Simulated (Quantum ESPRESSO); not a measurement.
# Collinear magnetic orders of MnSO4 with Quantum ESPRESSO

Wanted: the moments of MnSO4 and the energy of each order that was tried.

Method: LDA with U = 4 eV on Mn d (ortho-atomic projectors); plane waves with GBRV 1.5 LDA potentials, no spin-orbit coupling, in Quantum ESPRESSO 7.5.

## 1. The starting structure

It takes space group Cmcm (No. 63, orthorhombic). The conventional cell has a = 5.267 Å, b = 8.046 Å, c = 6.848 Å, α = 90.00°, β = 90.00°, γ = 90.00°. Nearest to Mn lie 6 O at 2.05 to 2.17 Å. Nearest to S lie 4 O at 1.54 to 1.63 Å. Nearest to O lie 1 S at 1.54 Å and 1 Mn at 2.05 Å. Nearest to O lie 1 S at 1.63 Å and 2 Mn at 2.17 Å. Farther neighbours and most contacts between anions are not listed.

The cell comes from the Crystallography Open Database.

## 2. Run 1, typed as ferro ++

The signs are those of the starting moments on the seeded atoms, the atoms that are given a moment.

pw.in reads:

```
&CONTROL
  calculation = 'scf'
  prefix = 'pwscf'
  outdir = './tmp'
  pseudo_dir = './pseudo'
  disk_io = 'nowf'
/
&SYSTEM
  ibrav = 0
  celldm(1) = 8
  nat = 12
  ntyp = 3
  ecutwfc = 40
  ecutrho = 280
  nbnd = 64
  occupations = 'smearing'
  smearing = 'fd'
  degauss = 0.00367493
  nspin = 2
  starting_magnetization(1) = 0.3
  starting_magnetization(2) = 0
  starting_magnetization(3) = 0
/
&ELECTRONS
  conv_thr = 2.4d-08
  electron_maxstep = 150
  mixing_beta = 0.3
/
ATOMIC_SPECIES
Mn     54.9380 mn_lda_v1.5.uspp.F.UPF
S      32.0600 s_lda_v1.4.uspp.F.UPF
O      15.9990 o_lda_v1.2.uspp.F.UPF
CELL_PARAMETERS alat
   0.6220742186502   -0.9502960249212    0.0000000000000
   0.6220742186502    0.9502960249212    0.0000000000000
   0.0000000000000    0.0000000000000    1.6176055626797
ATOMIC_POSITIONS crystal
Mn      0.0000000000    0.0000000000    0.0000000000
Mn      0.0000000000    0.0000000000    0.5000000000
S       0.6500000000    0.3500000000    0.2500000000
S       0.3500000000    0.6500000000    0.7500000000
O       0.7500000000    0.2500000000    0.0580000000
O       0.2500000000    0.7500000000    0.5580000000
O       0.2500000000    0.7500000000    0.9420000000
O       0.7500000000    0.2500000000    0.4420000000
O       0.7810000000    0.7190000000    0.2500000000
O       0.2190000000    0.2810000000    0.7500000000
O       0.7190000000    0.7810000000    0.7500000000
O       0.2810000000    0.2190000000    0.2500000000
K_POINTS automatic
4 4 4 0 0 0
HUBBARD {ortho-atomic}
U Mn-3d 4.0000
```

Started as:

```sh
OMP_NUM_THREADS=1 mpirun -n 4 pw.x -nk 4 -in pw.in > pw.out
```

Log:

```text
Program PWSCF v.7.5 starts

     Message from routine setup:
     using ibrav=0 with symmetry is DISCOURAGED, use correct ibrav instead

     K-points division:     npool     =       4
     Subspace diagonalization in iterative solution of the eigenvalue problem:

     G-vector sticks info
     --------------------
     sticks:   dense  smooth     PW     G-vecs:    dense   smooth      PW
     Sum        1695     963    295                77459    33479    5683

     Using Slab Decomposition

     bravais-lattice index     =            0
     lattice parameter (alat)  =       8.0000  a.u.
     unit-cell volume          =     979.2052 (a.u.)^3
     number of atoms/cell      =           12
     number of atomic types    =            3
     number of electrons       =        90.00
     number of Kohn-Sham states=           64
     kinetic-energy cutoff     =      40.0000  Ry
     charge density cutoff     =     280.0000  Ry
     scf convergence threshold =      2.4E-08
     mixing beta               =       0.3000
     number of iterations used =            8  plain     mixing
     Exchange-correlation= SLA  PZ   NOGX NOGC
                           (   1   1   0   0   0   0   0)
     Hubbard projectors: ortho-atomic
     Hubbard parameters of DFT+U (Dudarev formulation) in eV:
     U(Mn-3d) =  4.0000

     Internal variables: lda_plus_u =T, lda_plus_u_kind = 0

     Internal variables: orbital_resolved =F, hub_pot_fix =F, apply_U = F

     celldm(1)=   8.000000  celldm(2)=   0.000000  celldm(3)=   0.000000
     celldm(4)=   0.000000  celldm(5)=   0.000000  celldm(6)=   0.000000

     crystal axes: (cart. coord. in units of alat)
               a(1) = (   0.622074  -0.950296   0.000000 )
               a(2) = (   0.622074   0.950296   0.000000 )
               a(3) = (   0.000000   0.000000   1.617606 )

     reciprocal axes: (cart. coord. in units 2 pi/alat)
               b(1) = (  0.803763 -0.526152  0.000000 )
               b(2) = (  0.803763  0.526152 -0.000000 )
               b(3) = ( -0.000000  0.000000  0.618198 )

     PseudoPot. # 1 for Mn read from file:
     mn_lda_v1.5.uspp.F.UPF
     Pseudo is Ultrasoft + core correction, Zval = 15.0
     Generated by new atomic code, or converted to UPF format
     Using radial grid of  859 points,  6 beta functions with:
                l(1) =   0
                l(2) =   0
                l(3) =   1
                l(4) =   1
                l(5) =   2
                l(6) =   2
     Q(r) pseudized with  8 coefficients,  rinner =    0.950   0.950   0.950
                                                       0.950   0.950

     PseudoPot. # 2 for S  read from file:
     s_lda_v1.4.uspp.F.UPF
     Pseudo is Ultrasoft + core correction, Zval =  6.0
     Generated by new atomic code, or converted to UPF format
     Using radial grid of  907 points,  6 beta functions with:
                l(1) =   0
                l(2) =   0
                l(3) =   1
                l(4) =   1
                l(5) =   2
                l(6) =   2
     Q(r) pseudized with  8 coefficients,  rinner =    1.300   1.300   1.300
                                                       1.300   1.300

     PseudoPot. # 3 for O  read from file:
     o_lda_v1.2.uspp.F.UPF
     Pseudo is Ultrasoft + core correction, Zval =  6.0
     Generated by new atomic code, or converted to UPF format
     Using radial grid of  737 points,  5 beta functions with:
                l(1) =   0
                l(2) =   0
                l(3) =   1
                l(4) =   1
                l(5) =   2
     Q(r) pseudized with  8 coefficients,  rinner =    0.900   0.900   0.900
                                                       0.900   0.900

     atomic species   valence    mass     pseudopotential
     Mn               15.00    54.93800     Mn( 1.00)
     S                 6.00    32.06000     S ( 1.00)
     O                 6.00    15.99900     O ( 1.00)

     Starting magnetic structure
     atomic species   magnetization
     Mn              0.300
     S               0.000
     O               0.000

      8 Sym. Ops., with inversion, found ( 4 have fractional translation)

   Cartesian axes

     site n.     atom                  positions (alat units)
         1        Mn     tau(   1) = (   0.0000000   0.0000000   0.0000000  )
         2        Mn     tau(   2) = (   0.0000000   0.0000000   0.8088028  )
         3        S      tau(   3) = (   0.6220742  -0.2850888   0.4044014  )
         4        S      tau(   4) = (   0.6220742   0.2850888   1.2132042  )
         5        O      tau(   5) = (   0.6220742  -0.4751480   0.0938211  )
         6        O      tau(   6) = (   0.6220742   0.4751480   0.9026239  )
         7        O      tau(   7) = (   0.6220742   0.4751480   1.5237844  )
         8        O      tau(   8) = (   0.6220742  -0.4751480   0.7149817  )
         9        O      tau(   9) = (   0.9331113  -0.0589184   0.4044014  )
        10        O      tau(  10) = (   0.3110371   0.0589184   1.2132042  )
        11        O      tau(  11) = (   0.9331113   0.0589184   1.2132042  )
        12        O      tau(  12) = (   0.3110371  -0.0589184   0.4044014  )

     number of k points=    21  Fermi-Dirac smearing, width (Ry)=  0.0037
                       cart. coord. in units 2pi/alat
        k(    1) = (   0.0000000   0.0000000   0.0000000), wk =   0.0156250
        k(    2) = (   0.0000000   0.0000000   0.1545494), wk =   0.0312500
        k(    3) = (   0.0000000   0.0000000  -0.3090988), wk =   0.0156250
        k(    4) = (   0.2009407   0.1315380   0.0000000), wk =   0.0625000
        k(    5) = (   0.2009407   0.1315380   0.1545494), wk =   0.1250000
        [... 16 further k-points ...]

     Dense  grid:    77459 G-vectors     FFT dimensions: (  50,  50,  72)

     Smooth grid:    33479 G-vectors     FFT dimensions: (  40,  40,  54)

     Check: negative core charge=   -0.000024
     Generating pointlists ...
     new r_m :   0.1998 (alat units)  1.5983 (a.u.) for type    1
     new r_m :   0.1502 (alat units)  1.2016 (a.u.) for type    2
     new r_m :   0.1502 (alat units)  1.2016 (a.u.) for type    3

     Initial potential from superposition of free atoms

     starting charge      88.9998, renormalised to      90.0000

     STARTING HUBBARD OCCUPATIONS:

     =================== HUBBARD OCCUPATIONS ===================
     ------------------------ ATOM    1 ------------------------
     Tr[ns(  1)] (up, down, total) =   5.00000  0.00000  5.00000
     Atomic magnetic moment for atom   1 =   5.00000
     [... lines left out ...]
     ------------------------ ATOM    2 ------------------------
     Tr[ns(  2)] (up, down, total) =   5.00000  0.00000  5.00000
     Atomic magnetic moment for atom   2 =   5.00000
     [... lines left out ...]
     Number of occupied Hubbard levels =   10.0000

     Atomic wfc used for Hubbard projectors are orthogonalized

     Starting wfcs are   66 randomized atomic wfcs

     Self-consistent Calculation

     iteration #  1     ecut=    40.00 Ry     beta= 0.30
     Davidson diagonalization with overlap
     ethr =  1.00E-02,  avg # of iterations =  4.0

     =================== HUBBARD OCCUPATIONS ===================
     ------------------------ ATOM    1 ------------------------
     Tr[ns(  1)] (up, down, total) =   4.95692  0.18346  5.14038
     Atomic magnetic moment for atom   1 =   4.77345
     [... lines left out ...]
     ------------------------ ATOM    2 ------------------------
     Tr[ns(  2)] (up, down, total) =   4.95692  0.18346  5.14038
     Atomic magnetic moment for atom   2 =   4.77345
     [... lines left out ...]
     Number of occupied Hubbard levels =   10.2808

     total energy              =    -728.21070959 Ry
     estimated scf accuracy    <       2.59437947 Ry

     total magnetization       =    10.00 Bohr mag/cell
     absolute magnetization    =    10.00 Bohr mag/cell

     iteration #  2     ecut=    40.00 Ry     beta= 0.30
     Davidson diagonalization with overlap
     ethr =  2.88E-03,  avg # of iterations =  2.0

     total energy              =    -728.65863377 Ry
     estimated scf accuracy    <       0.10960063 Ry

     total magnetization       =    10.00 Bohr mag/cell
     absolute magnetization    =    10.00 Bohr mag/cell

     iteration #  3     ecut=    40.00 Ry     beta= 0.30
     Davidson diagonalization with overlap
     ethr =  1.22E-04,  avg # of iterations =  5.9

     negative rho (up, down):  0.000E+00 6.169E-04

     total energy              =    -728.67558081 Ry
     estimated scf accuracy    <       0.04458488 Ry

     total magnetization       =    10.00 Bohr mag/cell
     absolute magnetization    =    10.00 Bohr mag/cell

     [... further iterations left out ...]

     iteration #  7     ecut=    40.00 Ry     beta= 0.30
     Davidson diagonalization with overlap
     ethr =  2.19E-07,  avg # of iterations =  2.0

     negative rho (up, down):  0.000E+00 1.172E-03

     total energy              =    -728.67953290 Ry
     estimated scf accuracy    <       0.00001335 Ry

     total magnetization       =    10.00 Bohr mag/cell
     absolute magnetization    =    10.00 Bohr mag/cell

     iteration #  8     ecut=    40.00 Ry     beta= 0.30
     Davidson diagonalization with overlap
     ethr =  1.48E-08,  avg # of iterations =  2.9

     negative rho (up, down):  0.000E+00 1.174E-03

     total energy              =    -728.67953607 Ry
     estimated scf accuracy    <       0.00000163 Ry

     total magnetization       =    10.00 Bohr mag/cell
     absolute magnetization    =    10.00 Bohr mag/cell

     iteration #  9     ecut=    40.00 Ry     beta= 0.30
     Davidson diagonalization with overlap
     ethr =  1.82E-09,  avg # of iterations =  2.8

     negative rho (up, down):  0.000E+00 1.176E-03

     total energy              =    -728.67953662 Ry
     estimated scf accuracy    <       0.00000012 Ry

     total magnetization       =    10.00 Bohr mag/cell
     absolute magnetization    =    10.00 Bohr mag/cell

     iteration # 10     ecut=    40.00 Ry     beta= 0.30
     Davidson diagonalization with overlap
     ethr =  1.30E-10,  avg # of iterations =  3.8

     negative rho (up, down):  0.000E+00 1.175E-03

     Magnetic moment per site  (integrated on atomic sphere of radius R)
     atom   1 (R=0.200)  charge= 12.2158  magn=  4.1051
     atom   2 (R=0.200)  charge= 12.2158  magn=  4.1051
     atom   3 (R=0.150)  charge=  1.3798  magn=  0.0207
     atom   4 (R=0.150)  charge=  1.3798  magn=  0.0207
     atom   5 (R=0.150)  charge=  4.2130  magn=  0.0204
     atom   6 (R=0.150)  charge=  4.2130  magn=  0.0204
     atom   7 (R=0.150)  charge=  4.2130  magn=  0.0204
     atom   8 (R=0.150)  charge=  4.2130  magn=  0.0204
     atom   9 (R=0.150)  charge=  4.1847  magn=  0.0402
     atom  10 (R=0.150)  charge=  4.1847  magn=  0.0402
     atom  11 (R=0.150)  charge=  4.1847  magn=  0.0402
     atom  12 (R=0.150)  charge=  4.1847  magn=  0.0402

     End of self-consistent calculation

     =================== HUBBARD OCCUPATIONS ===================
     ------------------------ ATOM    1 ------------------------
     Tr[ns(  1)] (up, down, total) =   4.95483  0.24703  5.20187
     Atomic magnetic moment for atom   1 =   4.70780
     [... lines left out ...]
     ------------------------ ATOM    2 ------------------------
     Tr[ns(  2)] (up, down, total) =   4.95483  0.24703  5.20187
     Atomic magnetic moment for atom   2 =   4.70780
     [... lines left out ...]
     Number of occupied Hubbard levels =   10.4037

     [... lines left out ...]
     the Fermi energy is     7.5198 ev

!    total energy              =    -728.67953669 Ry
     estimated scf accuracy    <       0.00000001 Ry
     smearing contrib. (-TS)   =      -0.00000000 Ry
     internal energy E=F+TS    =    -728.67953669 Ry

     The total energy is F=E-TS. E is the sum of the following terms:
     one-electron contribution =    -417.39368007 Ry
     hartree contribution      =     249.65381707 Ry
     xc contribution           =    -127.21618968 Ry
     ewald contribution        =    -433.80401903 Ry
     Hubbard energy            =       0.08053503 Ry

     total magnetization       =    10.00 Bohr mag/cell
     absolute magnetization    =    10.00 Bohr mag/cell

     convergence has been achieved in  10 iterations

=------------------------------------------------------------------------------=
   JOB DONE.
=------------------------------------------------------------------------------=
```

Run time: 52 s. Hardware: 4 MPI ranks of Intel Xeon Platinum 8375C at 2.90GHz (Ice Lake), shared host; peak memory 0.79 GiB; 3.5 min of CPU time.

Spin moment in the atom's sphere by atom:

```
atom  spin moment in the atom's sphere (μB)
 Mn1                                   4.11
 Mn2                                   4.11
  S3                                   0.02
  S4                                   0.02
  O5                                   0.02
  O6                                   0.02
  O7                                   0.02
  O8                                   0.02
  O9                                   0.04
 O10                                   0.04
 O11                                   0.04
 O12                                   0.04
```

Numbers from this step:

- smearing term TS: 5.63e-11 eV
- magnetization: 10 μB
- absolute magnetization: 10.00 μB
- final state: ferromagnetic

Spin density in the bc plane of the conventional cell at fractional x = 0.000, with atoms of Mn and S and O within 0.2 Å of it.

Ten even steps from '0' (0.0 e/Å³) to '9' (6.6 e/Å³), each cell a mean:
```
7200000000000000000015
1000000000000000000001
0000000000000000000000
0000000000000000000000
0000000000000000000000
0000000000000000000000
0000000000000000000000
3100000000000000000002
9400000000000000000017
7300000000000000000015
1000000000000000000001
0000000000000000000000
0000000000000000000000
0000000000000000000000
0000000000000000000000
0000000000000000000000
3100000000000000000002
9400000000000000000017
```
Columns run along b (8.0 Å), rows up along c (6.8 Å), edges of the conventional cell, whose origin can differ from the input's. Atoms in or near the plane, at fractional coordinates: Mn at (0.00, 0.00), Mn at (0.00, 0.50), S at (0.35, 0.25), S at (0.65, 0.75), O at (0.25, 0.06), O at (0.75, 0.56), O at (0.75, 0.94), O at (0.25, 0.44).

Valence density in the bc plane of the conventional cell at fractional x = 0.000, with atoms of Mn and S and O within 0.2 Å of it. It is the smooth field of the valence electrons, not physical close to the nuclei.

Ten steps, logarithmic in the rise over the least value, from '0' (0 e/Å³) to '9' (15 e/Å³), each cell a mean:
```
9832344210000136875369
6421111000001246774235
2110000000012345553112
1100000000123334431001
1100000000123333421000
1100000000013345432101
3210000000011345664223
8621222100000246875347
9843465310000136774369
9844687520000013442269
6423677531000001111136
2112455543100000000012
1001234433210000000011
1000134334310000000011
1101245433210000000011
3213566532100000000123
8634687521000012221147
9843677420000024653369
```
Columns run along b (8.0 Å), rows up along c (6.8 Å), edges of the conventional cell, whose origin can differ from the input's. Atoms in or near the plane, at fractional coordinates: Mn at (0.00, 0.00), Mn at (0.00, 0.50), S at (0.35, 0.25), S at (0.65, 0.75), O at (0.25, 0.06), O at (0.75, 0.56), O at (0.75, 0.94), O at (0.25, 0.44).

[end of part 1 of 2]

[Logs and program files are shortened in this print: banners, set-up blocks, solver, clock and traceback lines can be left out without a mark of their own.]

[Logs are printed without paths, hosts, clocks, repeated set-up lines and the standing remarks that a program may print on its own settings, such as how far it seeks lower states.]

[Hosts, paths, dates, database ids (printed as entryN), source tags and the programs' standing remarks are cut or masked in the printed files.]

[Where a cell is said to come from a database of computed structures, the database is the Materials Project.]
